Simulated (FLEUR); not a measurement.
**Fixed-spin-moment curve of FePt (Tetraferroplatinum) with FLEUR**

Wanted: E(M) for FePt (Tetraferroplatinum), with its minima.

Main program and level: FLEUR MaX-R8.1; LDA (VWN); all-electron FLAPW, Dirac cores, scalar-relativistic bands.

### 1. The structure

The structure is tetragonal, space group P4/mmm (No. 123). Conventional cell: a = 2.724 Å, b = 2.724 Å, c = 3.720 Å, α = 90.00°, β = 90.00°, γ = 90.00°. Nearest to Fe lie 8 Pt at 2.68 Å and 4 Fe at 2.72 Å. Pt has 8 Fe at 2.68 Å and 4 Pt at 2.72 Å nearest. Farther neighbours are not listed.

As a file:

```cif
data_structure
_symmetry_space_group_name_H-M 'P 1'
_symmetry_Int_Tables_number 1
_cell_length_a 2.7235
_cell_length_b 2.7235
_cell_length_c 3.7200
_cell_angle_alpha 90.000
_cell_angle_beta 90.000
_cell_angle_gamma 90.000
_cell_volume 27.59
loop_
_atom_site_label
_atom_site_type_symbol
_atom_site_fract_x
_atom_site_fract_y
_atom_site_fract_z
_atom_site_occupancy
Fe1 Fe 0.00000 0.00000 0.00000 1
Pt2 Pt 0.50000 0.50000 0.50000 1
```

### 2. The free run

The free run tells which range of moments is worth scanning.

inpgen writes inp.xml from crystal.txt; cutoffs, mixing, functional, smearing and local orbitals are then set in the file. The k list default-1 (kpts.xml, not shown) is a Γ-centred 10×10×10 mesh; where the ranks do not divide the number of points, some are split in two of half the weight.

inp.xml

```
<?xml version="1.0" encoding="UTF-8" standalone="no"?>
<fleurInput fleurInputVersion="0.39">
   <comment>
      FePt
   </comment>
   <calculationSetup>
      <cutoffs Kmax="3.6" Gmax="10.8" GmaxXC="10.8" numbands="0"/>
      <scfLoop itmax="90" minDistance="0.00002" maxIterBroyd="15" imix="Anderson" alpha="0.05" precondParam="0.0" spinf="2.0" sdNocoIR="T"/>
      <coreElectrons ctail="T" frcor="F" kcrel="0" coretail_lmax="0"/>
      <xcFunctional name="vwn" relativisticCorrections="F"/>
      <magnetism jspins="2"/>
      <soc l_soc="F" theta="0.0" phi="0.0" spav="F"/>
      <expertModes spex="0" secvar="F"/>
      <geometryOptimization l_f="F" forcealpha="1.0" forcemix="BFGS" epsdisp="0.00001" epsforce="0.00001"/>
      <ldaU l_linMix="F" mixParam="0.05" spinf="1.0"/>
   </calculationSetup>
   <cell>
      <bzIntegration valenceElectrons="32.0" mode="hist" fermiSmearingEnergy="0.00293995">
         <kPointListSelection listName="default-1"/>
         <xi:include xmlns:xi="http://www.w3.org/2001/XInclude" href="kpts.xml"> </xi:include>
      </bzIntegration>
      <xi:include xmlns:xi="http://www.w3.org/2001/XInclude" href="sym.xml"> </xi:include>
      <bulkLattice scale="1.0">
         <bravaisMatrix>
            <row-1>    5.1466691003480998     0.0000000000000000     0.0000000000000000</row-1>
            <row-2>    0.0000000000000000     5.1466691003480998     0.0000000000000000</row-2>
            <row-3>    0.0000000000000000     0.0000000000000000     7.0297811835120001</row-3>
         </bravaisMatrix>
      </bulkLattice>
   </cell>
   <atomSpecies>
      <species name="Iron (Fe) 2.800" element="Fe" atomicNumber="26">
         <mtSphere radius="2.47" gridPoints="817" logIncrement="0.015"/>
         <atomicCutoffs lmax="10" lnonsphr="8"/>
         <electronConfig flipSpins="F">
            <coreConfig>(1s1/2) (2s1/2) (2p1/2) (2p3/2)</coreConfig>
            <valenceConfig>(3s1/2) (3p1/2) (3p3/2) (4s1/2) (3d3/2) (3d5/2)</valenceConfig>
            <stateOccupation state="(3d3/2)" spinUp="1.4" spinDown="1.0"/>
            <stateOccupation state="(3d5/2)" spinUp="3.0" spinDown="0.6"/>
         </electronConfig>
         <energyParameters s="4" p="4" d="3" f="4"/>
         <lo type="SCLO" l="0" n="3" eDeriv="0"/>
         <lo type="SCLO" l="1" n="3" eDeriv="0"/>
      </species>
      <species name="Platinum (Pt)" element="Pt" atomicNumber="78">
         <mtSphere radius="2.47" gridPoints="817" logIncrement="0.016"/>
         <atomicCutoffs lmax="10" lnonsphr="8"/>
         <electronConfig flipSpins="F">
            <coreConfig>(1s1/2) (2s1/2) (2p1/2) (2p3/2) (3s1/2) (3p1/2) (3p3/2) (4s1/2) (3d3/2) (3d5/2) (4p1/2) (4p3/2) (5s1/2) (4d3/2) (4d5/2) (4f5/2) (4f7/2)</coreConfig>
            <valenceConfig>(5p1/2) (5p3/2) (6s1/2) (5d3/2) (5d5/2)</valenceConfig>
            <stateOccupation state="(6s1/2)" spinUp="0.500000" spinDown="0.500000"/>
            <stateOccupation state="(5d3/2)" spinUp="1.800000" spinDown="1.800000"/>
            <stateOccupation state="(5d5/2)" spinUp="2.700000" spinDown="2.700000"/>
         </electronConfig>
         <energyParameters s="6" p="6" d="5" f="5"/>
         <lo type="SCLO" l="1" n="5" eDeriv="0"/>
      </species>
   </atomSpecies>
   <atomGroups>
      <atomGroup species="Iron (Fe) 2.800">
         <relPos label="                   1">.0000000000 .0000000000 .0000000000</relPos>
         <force calculate="T" relaxXYZ="TTT"/>
      </atomGroup>
      <atomGroup species="Platinum (Pt)">
         <relPos label="                   2">1.000/2.000 1.000/2.000 1.000/2.000</relPos>
         <force calculate="T" relaxXYZ="TTT"/>
      </atomGroup>
   </atomGroups>
   <output dos="F" band="F" slice="F">
      <bandDOS minEnergy="-.5*Htr" maxEnergy="0.5*Htr" sigma="0.015" storeEVData="T"/>
      <plotting iplot="0" polar="F">
         <plot TwoD="T" vec1="  1.0  0.0  0.0" vec2="  0.0  1.0  0.0" vec3="  0.0  0.0  1.0" zero="  0.0  0.0  0.0" file="plot"/>
      </plotting>
      <moessbauerParams electricFieldGradient="F" isomerShift="F" coreHyperfine="F" valenceHyperfine="F"/>
   </output>
</fleurInput>
```

crystal.txt

```
FePt
&input film=F cartesian=F /
2.72350000000  0.00000000000  0.00000000000
0.00000000000  2.72350000000  0.00000000000
0.00000000000  0.00000000000  3.72000000000
1.8897261246
1.0 1.0 1.0

2
26 0.00000000000  0.00000000000  0.00000000000 : 2.800
78 0.50000000000  0.50000000000  0.50000000000

&kpt div1=10 div2=10 div3=10 gamma=T /
```

Run with:

```console
OMP_NUM_THREADS=1 inpgen -f crystal.txt > inpgen.log  # inp.xml is then edited as shown
OMP_NUM_THREADS=1 mpirun -n 4 fleur_MPI > fleur.log
```

The log of the run:

```text
Welcome to FLEUR        (www.flapw.de)
      MaX-Release 8.1          (www.max-centre.eu)

 ========== k-point set info ==========
 Selected k-point list: default-1
 k-point list type: mesh
 0 x 0 x 0
 Number of k points: 128

 ------------Calculation Setup---------------------------
 Number of MPI-tasks      :            4
 Number of PE/node        :            4
 Number of OMP-threads    :            1
 k-points in parallel     :            4
 pe's per k-point         :            1
 No of k-point loops      :           32
 Eigenvalue solver        :       lapack
 Number of basis functions:          166
 Approximate size of matrices (H+S) per k-point:         0.000 GB
 --------------------------------------------------------
 Iteration:     1   Distance:      40.97592144 me/bohr^3
 Iteration:     2   Distance:      16.26937425 me/bohr^3
 Iteration:     3   Distance:      13.24532572 me/bohr^3
 Iteration:     4   Distance:       8.85564005 me/bohr^3
 Iteration:     5   Distance:       8.49493504 me/bohr^3
 Iteration:     6   Distance:       8.56648992 me/bohr^3
 Iteration:     7   Distance:       3.32827495 me/bohr^3
 Iteration:     8   Distance:       0.77095664 me/bohr^3
 Iteration:     9   Distance:       0.76248382 me/bohr^3
 Iteration:    10   Distance:       0.43330048 me/bohr^3
 Iteration:    11   Distance:       0.14430119 me/bohr^3
 Iteration:    12   Distance:       0.19326007 me/bohr^3
 Iteration:    13   Distance:       0.02909527 me/bohr^3
 Iteration:    14   Distance:       0.01030232 me/bohr^3
 Iteration:    15   Distance:       0.00662761 me/bohr^3
 Iteration:    16   Distance:       0.00635029 me/bohr^3
 Iteration:    17   Distance:       0.00533969 me/bohr^3
 Iteration:    18   Distance:       0.00136504 me/bohr^3
 Iteration:    19   Distance:       0.00063539 me/bohr^3
 Iteration:    20   Distance:       0.00013253 me/bohr^3
 Iteration:    21   Distance:       0.00014533 me/bohr^3
 Iteration:    22   Distance:       0.00004807 me/bohr^3
 Iteration:    23   Distance:       0.00000780 me/bohr^3

 ********************************************************************
 Run finished successfully
 Stop message:
   all done
 ********************************************************************

--- out.xml (last complete iteration) ---
<iteration numberForCurrentRun="   23" overallNumber="   23">
         [... left out ...]
         <bandgap value="0.0021378845" units="eV"/>
         <sumValenceSingleParticleEnergies value="-18.6155864944" units="Htr"/>
         <FermiEnergy value="0.4103426615" units="Htr"/>
         <valenceDensity>
            <mtCharges spin="1">
               <mtCharge atomType="1" total="9.0619956" s="1.2232784" p="3.2387988" d="4.5643333" f="0.0262141"/>
               <mtCharge atomType="2" total="7.4471012" s="0.2601181" p="3.1767530" d="3.9772005" f="0.0254947"/>
            </mtCharges>
            <mtCharges spin="2">
               <mtCharge atomType="1" total="6.1563445" s="1.2167793" p="3.2392968" d="1.6679087" f="0.0238848"/>
               <mtCharge atomType="2" total="7.0546884" s="0.2763026" p="3.2085508" d="3.5434010" f="0.0205992"/>
            </mtCharges>
            <spinDependentCharge spin="1" total="17.6314926" interstitial="1.1223957" mtSpheres="16.5090969"/>
            <spinDependentCharge spin="2" total="14.3685074" interstitial="1.1574746" mtSpheres="13.2110328"/>
            <totalCharge value="32.0000000000"/>
         </valenceDensity>
         [... left out ...]
         <allElectronCharges>
            <spinDependentCharge spin="1" total="53.6314926" interstitial="1.1229772" mtSpheres="52.5085154"/>
            <spinDependentCharge spin="2" total="50.3685074" interstitial="1.1580566" mtSpheres="49.2104508"/>
            <totalCharge value="103.9999999857"/>
         </allElectronCharges>
         <magneticMomentsInMTSpheres units="muBohr">
            <globalMagMoment atomType="1" vec="0.00000   0.00000   2.90565"/>
            <localMagMoment atomType="1" vec="0.00000   0.00000   2.90565"/>
            <globalMagMoment atomType="2" vec="0.00000   0.00000   0.39241"/>
            <localMagMoment atomType="2" vec="0.00000   0.00000   0.39241"/>
         </magneticMomentsInMTSpheres>
         <moessbauerParams unitsHFF="kG" unitsIS="e/bohr^3" unitsEFG="Htr/bohr^2">
         </moessbauerParams>
         <totalEnergy value="   -19707.0855180061" units="Htr">
            <sumOfEigenvalues value="   -12054.5320946433">
               <coreElectrons value="-12035.9165081488"/>
               <valenceElectrons value="-18.6155864944"/>
            </sumOfEigenvalues>
            <densityCoulombPotentialIntegral value="-33902.9642679768"/>
            <densityEffectivePotentialIntegral value="-34434.6629295449"/>
            <chargeDenXCDenIntegral value="-400.6755952288"/>
            <FockExchangeEnergyValence value="0.0000000000"/>
            <FockExchangeEnergyCore value="0.0000000000"/>
            <atomTypeDependentContributions atomType="1">
               <electronNucleiInteractionDifferentMTs value="1520.0720008517"/>
               <MadelungTerm value="-9.6686470830"/>
            </atomTypeDependentContributions>
            <atomTypeDependentContributions atomType="2">
               <electronNucleiInteractionDifferentMTs value="23166.2448952114"/>
               <MadelungTerm value="-39.0730805444"/>
            </atomTypeDependentContributions>
            <tkbTimesEntropy value="0.0010973473"/>
            <freeEnergy value="-19707.0866153534"/>
            <extrapolationTo0K value="-19707.0860666798"/>
         </totalEnergy>
         <densityConvergence units="me/bohr^3">
            <chargeDensity spin="1" distance="0.0000051397"/>
            <chargeDensity spin="2" distance="0.0000055463"/>
            <overallChargeDensity distance="0.0000073102"/>
            <spinDensity distance="0.0000078049"/>
         </densityConvergence>
      </iteration>
```

Wall time 27 s (4 MPI ranks of Arm Neoverse V1, shared host); peak memory 0.22 GiB; 1.8 min of CPU time.

This step gave:

- free energy: -536257.1457 eV
- program's band gap on this mesh (in a metal only a level spacing): 0.002138 eV
- magnetization: 3.263 μB
- final state: ferromagnetic
- largest moment: 2.906 μB

After 23 cycles the largest moment stands at 2.91 μB.

### 3. No spin polarisation

Changes to inp.xml since step 2:

```diff
@@ -10,3 +10,3 @@
       <xcFunctional name="vwn" relativisticCorrections="F"/>
-      <magnetism jspins="2"/>
+      <magnetism jspins="1"/>
       <soc l_soc="F" theta="0.0" phi="0.0" spav="F"/>
@@ -31,3 +31,3 @@
    <atomSpecies>
-      <species name="Iron (Fe) 2.800" element="Fe" atomicNumber="26">
+      <species name="Iron (Fe)" element="Fe" atomicNumber="26">
          <mtSphere radius="2.47" gridPoints="817" logIncrement="0.015"/>
@@ -37,4 +37,4 @@
             <valenceConfig>(3s1/2) (3p1/2) (3p3/2) (4s1/2) (3d3/2) (3d5/2)</valenceConfig>
-            <stateOccupation state="(3d3/2)" spinUp="1.4" spinDown="1.0"/>
-            <stateOccupation state="(3d5/2)" spinUp="3.0" spinDown="0.6"/>
+            <stateOccupation state="(3d3/2)" spinUp="1.200000" spinDown="1.200000"/>
+            <stateOccupation state="(3d5/2)" spinUp="1.800000" spinDown="1.800000"/>
          </electronConfig>
@@ -59,3 +59,3 @@
    <atomGroups>
-      <atomGroup species="Iron (Fe) 2.800">
+      <atomGroup species="Iron (Fe)">
          <relPos label="                   1">.0000000000 .0000000000 .0000000000</relPos>
```

Changes to crystal.txt since step 2:

```diff
@@ -9,3 +9,3 @@
 2
-26 0.00000000000  0.00000000000  0.00000000000 : 2.800
+26 0.00000000000  0.00000000000  0.00000000000
 78 0.50000000000  0.50000000000  0.50000000000
```

The log of the run:

```text
[banner, memory and clock lines left out]
Welcome to FLEUR        (www.flapw.de)
      MaX-Release 8.1          (www.max-centre.eu)

 ========== k-point set info ==========
 Selected k-point list: default-1
 k-point list type: mesh
 0 x 0 x 0
 Number of k points: 128

 [... set-up left out ...]
 Iteration:     1   Distance:      57.84277217 me/bohr^3
 Iteration:     2   Distance:      19.54295017 me/bohr^3
 Iteration:     3   Distance:      16.50832178 me/bohr^3
 Iteration:     4   Distance:       9.61179169 me/bohr^3
 Iteration:     5   Distance:       5.99738182 me/bohr^3
 Iteration:     6   Distance:       4.76240831 me/bohr^3
 Iteration:     7   Distance:       2.06776745 me/bohr^3
 Iteration:     8   Distance:       0.90856077 me/bohr^3
[... lines left out ...]
 Iteration:    15   Distance:       0.00240503 me/bohr^3
 Iteration:    16   Distance:       0.00104626 me/bohr^3
 Iteration:    17   Distance:       0.00073526 me/bohr^3
 Iteration:    18   Distance:       0.00027149 me/bohr^3
 Iteration:    19   Distance:       0.00007050 me/bohr^3
 Iteration:    20   Distance:       0.00001758 me/bohr^3

 ********************************************************************
 Run finished successfully
 Stop message:
   all done
 ********************************************************************

--- out.xml (last complete iteration) ---
<iteration numberForCurrentRun="   20" overallNumber="   20">
         [... left out ...]
         <bandgap value="0.0050540128" units="eV"/>
         <sumValenceSingleParticleEnergies value="-18.6638873985" units="Htr"/>
         <FermiEnergy value="0.4064214001" units="Htr"/>
         [... left out ...]
         <totalEnergy value="   -19707.0634639508" units="Htr">
            <sumOfEigenvalues value="   -12055.8750100100">
               <coreElectrons value="-12037.2111226115"/>
               <valenceElectrons value="-18.6638873985"/>
            </sumOfEigenvalues>
         [... left out ...]
            <freeEnergy value="-19707.0668387442"/>
            <extrapolationTo0K value="-19707.0651513475"/>
         </totalEnergy>
         <densityConvergence units="me/bohr^3">
            <chargeDensity spin="1" distance="0.0000175763"/>
         </densityConvergence>
      </iteration>
```

Run time: 13 s. Hardware: 4 MPI ranks; peak memory 0.17 GiB; 51 s of CPU time.

This step gave:

| Property | Result |
| --- | --- |
| free energy | -536256.6075 eV |
| program's band gap on this mesh (in a metal only a level spacing) | 0.005054 eV |
| final state | non-magnetic (no spin polarisation) |

Its energy lies +538.1 meV a cell from the free run's.

### 4. Moment fixed at 2.937 μB

Two Fermi energies hold the total moment; the run starts from the free run's density.

Changes to inp.xml since step 3:

```diff
@@ -10,3 +10,3 @@
       <xcFunctional name="vwn" relativisticCorrections="F"/>
-      <magnetism jspins="1"/>
+      <magnetism jspins="2" fixed_moment="2.937"/>
       <soc l_soc="F" theta="0.0" phi="0.0" spav="F"/>
@@ -31,3 +31,3 @@
    <atomSpecies>
-      <species name="Iron (Fe)" element="Fe" atomicNumber="26">
+      <species name="Iron (Fe) 2.800" element="Fe" atomicNumber="26">
          <mtSphere radius="2.47" gridPoints="817" logIncrement="0.015"/>
@@ -37,4 +37,4 @@
             <valenceConfig>(3s1/2) (3p1/2) (3p3/2) (4s1/2) (3d3/2) (3d5/2)</valenceConfig>
-            <stateOccupation state="(3d3/2)" spinUp="1.200000" spinDown="1.200000"/>
-            <stateOccupation state="(3d5/2)" spinUp="1.800000" spinDown="1.800000"/>
+            <stateOccupation state="(3d3/2)" spinUp="1.4" spinDown="1.0"/>
+            <stateOccupation state="(3d5/2)" spinUp="3.0" spinDown="0.6"/>
          </electronConfig>
@@ -59,3 +59,3 @@
    <atomGroups>
-      <atomGroup species="Iron (Fe)">
+      <atomGroup species="Iron (Fe) 2.800">
          <relPos label="                   1">.0000000000 .0000000000 .0000000000</relPos>
```

Run with:

```console
OMP_NUM_THREADS=1 mpirun -n 4 fleur_MPI > fleur.log
```

The log of the run:

```text
[banner, memory and clock lines left out]
Welcome to FLEUR        (www.flapw.de)
      MaX-Release 8.1          (www.max-centre.eu)

 ========== k-point set info ==========
 Selected k-point list: default-1
 k-point list type: mesh
 0 x 0 x 0
 Number of k points: 128

 [... set-up left out ...]
 Iteration:     1   Distance:       4.49983100 me/bohr^3
 Iteration:     2   Distance:       4.26509474 me/bohr^3
 Iteration:     3   Distance:       3.57917306 me/bohr^3
 Iteration:     4   Distance:       0.50166289 me/bohr^3
 Iteration:     5   Distance:       0.46143154 me/bohr^3
 Iteration:     6   Distance:       0.32595715 me/bohr^3
 Iteration:     7   Distance:       0.24364089 me/bohr^3
 Iteration:     8   Distance:       0.18421028 me/bohr^3
[... lines left out ...]
 Iteration:    14   Distance:       0.00027292 me/bohr^3
 Iteration:    15   Distance:       0.00028054 me/bohr^3
 Iteration:    16   Distance:       0.00025946 me/bohr^3
 Iteration:    17   Distance:       0.00022420 me/bohr^3
 Iteration:    18   Distance:       0.00004739 me/bohr^3
 Iteration:    19   Distance:       0.00001812 me/bohr^3

 ********************************************************************
 Run finished successfully
 Stop message:
   all done
 ********************************************************************

--- out.xml (last complete iteration) ---
<iteration numberForCurrentRun="   19" overallNumber="   42">
         [... left out ...]
         <bandgap value="0.0061466368" units="eV"/>
         <sumValenceSingleParticleEnergies value="-9.0923901924" units="Htr"/>
         <bandgap value="0.0095652204" units="eV"/>
         <sumValenceSingleParticleEnergies value="-18.6068158347" units="Htr"/>
         <FermiEnergy value="0.4148706945" units="Htr"/>
         <FixedTotalMoment fermiEnergyUp="0.4026952352" fermiEnergyDown="0.4148706945" units="Htr"/>
         [... left out ...]
         <magneticMomentsInMTSpheres units="muBohr">
            <globalMagMoment atomType="1" vec="0.00000   0.00000   2.70223"/>
            <globalMagMoment atomType="2" vec="0.00000   0.00000   0.28221"/>
         </magneticMomentsInMTSpheres>
         [... left out ...]
         <totalEnergy value="   -19707.0837934510" units="Htr">
            <sumOfEigenvalues value="   -12054.7331456051">
               <coreElectrons value="-12036.1263297705"/>
               <valenceElectrons value="-18.6068158347"/>
            </sumOfEigenvalues>
         [... left out ...]
            <freeEnergy value="-19707.0854577141"/>
            <extrapolationTo0K value="-19707.0846255826"/>
         </totalEnergy>
         <densityConvergence units="me/bohr^3">
            <chargeDensity spin="1" distance="0.0000101840"/>
            <chargeDensity spin="2" distance="0.0000109433"/>
            <overallChargeDensity distance="0.0000181212"/>
            <spinDensity distance="0.0000108884"/>
         </densityConvergence>
      </iteration>
```

Run time: 22 s. Hardware: 4 MPI ranks; peak memory 0.22 GiB; 89 s of CPU time.

Read from the output:

```yaml
magnetization: 2.937 μB
```

Its energy lies +31.5 meV a cell from the free run's.

(Continued in part 2 of 2.)

[Logs and program files are shortened in this print: banners, set-up blocks, solver, clock and traceback lines can be left out without a mark of their own.]

[Logs are printed without paths, hosts, clocks, repeated set-up lines and the standing remarks that a program may print on its own settings, such as how far it seeks lower states.]

[Hosts, paths, dates, database ids (printed as entryN), source tags and the programs' standing remarks are cut or masked in the printed files.]

[Where a cell is said to come from a database of computed structures, the database is the Materials Project.]
